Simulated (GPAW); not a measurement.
Consider K3ClO (Pm).

```
K Cl O
1.0
     5.14395    0.00000    0.00000
     0.00000    5.13677    0.00000
    -0.04096    0.00000    5.14653
K Cl O
3 1 1
Cartesian
  2.6531 0.0000 0.1495
  -0.0244 2.5684 4.9870
  0.1899 0.0000 2.5744
  2.5431 2.5684 2.5815
  0.0722 0.0000 0.0006
```

Absorber: atom 1, with 1 O at 2.57 Å and 1 O at 2.59 Å (linear, site symmetry m). Method: GPAW, LDA, full core hole (charged cell), 10-atom cell with 7.2 Å between holes, 3×3×3 k points, dipole transitions, Gaussian full width 0.9 eV up to 4 eV, rising linearly to 3.5 eV at 25 eV.

Q: Where do the maxima of the K K edge fall?

Main maxima up to 30 eV above the zero (height): 3.8 eV (1.74), 8.8 eV (0.75), 13.9 eV (1.91) and 28.3 eV (1.15). A K edge sees empty p states on the absorber. The total-energy difference plus the lowest empty eigenvalue puts the zero at 3611.04 eV. One term is added: -19.73 eV, since the hole is spin-paired here and a spin-polarised one costs that much less in the free atom (computed apart). The photon energy is then 3591.31 eV. The tabulated edge of the element is 3608.4 eV. The functional and the charged cell's background leave an error in such absolute values: in the free atom LDA prices this hole 11.1 eV below PBE (computed apart), and PBE is itself good to a few eV.

The K K spectrum (energy from the lowest empty level; intensity scaled to a mean of 1 over the first 20 eV; polarised curves are means over the symmetry-equivalent atoms):

```csv
E (eV),isotropic,ε ∥ x,ε ∥ y,ε ∥ z
-2.00,0.00,0.00,0.00,0.00
-1.25,0.00,0.00,0.00,0.00
-0.50,0.00,0.00,0.00,0.00
0.25,0.02,0.01,0.02,0.02
1.00,0.11,0.02,0.15,0.15
1.75,0.43,0.04,0.62,0.63
2.50,0.77,0.17,1.07,1.08
3.25,1.36,0.27,1.88,1.94
4.00,1.70,0.52,2.33,2.26
4.75,1.41,0.96,1.62,1.66
5.50,1.09,1.44,0.89,0.94
6.25,0.80,1.00,0.70,0.69
7.00,0.46,0.58,0.41,0.41
7.75,0.48,0.46,0.49,0.48
8.50,0.72,0.41,0.90,0.84
9.25,0.71,0.24,0.97,0.93
10.00,0.68,0.33,0.85,0.87
10.75,0.86,0.78,0.88,0.90
11.50,1.05,1.52,0.82,0.82
12.25,1.34,2.18,0.92,0.91
13.00,1.68,2.54,1.26,1.24
13.75,1.90,2.54,1.58,1.57
14.50,1.81,2.13,1.66,1.65
15.25,1.52,1.63,1.48,1.46
16.00,1.26,1.30,1.26,1.23
16.75,1.09,1.10,1.08,1.07
17.50,0.96,0.98,0.94,0.96
18.25,0.87,0.90,0.83,0.89
19.00,0.83,0.86,0.78,0.84
19.75,0.82,0.86,0.77,0.82
20.50,0.83,0.89,0.78,0.81
21.25,0.82,0.90,0.77,0.79
22.00,0.80,0.85,0.77,0.79
22.75,0.81,0.75,0.82,0.84
23.50,0.86,0.68,0.96,0.95
24.25,0.94,0.66,1.11,1.06
25.00,1.01,0.69,1.20,1.12
25.75,1.04,0.74,1.23,1.14
26.50,1.07,0.82,1.24,1.16
27.25,1.11,0.91,1.24,1.18
28.00,1.15,1.00,1.23,1.20
28.75,1.14,1.05,1.18,1.19
29.50,1.09,1.05,1.08,1.13
30.25,1.00,1.00,0.97,1.04
31.00,0.91,0.91,0.87,0.95
```

The crystal has 3 inequivalent K sites and not all are shown here, while a measurement adds them all. The mesh is coarse (0.41 Å⁻¹ between points), so small maxima may be mesh ripples. The structure is a computed Materials Project entry and may be a hypothetical form.

[Banner, clock and machine lines of the logs are left out without a mark of their own.]

[Logs are printed without paths, hosts, clocks, repeated set-up lines and the standing remarks that a program may print on its own settings, such as how far it seeks lower states.]

[Hosts, paths, dates, database ids (printed as entryN), source tags and the programs' standing remarks are cut or masked in the printed files.]

[Lists of maxima count a maximum above −3 eV only where it reaches 4 % of the highest in the window and stands out from its surroundings by 2 % of it (1.5 % where it reaches 55 %); shoulders and weaker maxima are passed over, and of the rest the first, up to two pre-edge ones and the few strongest are named.]
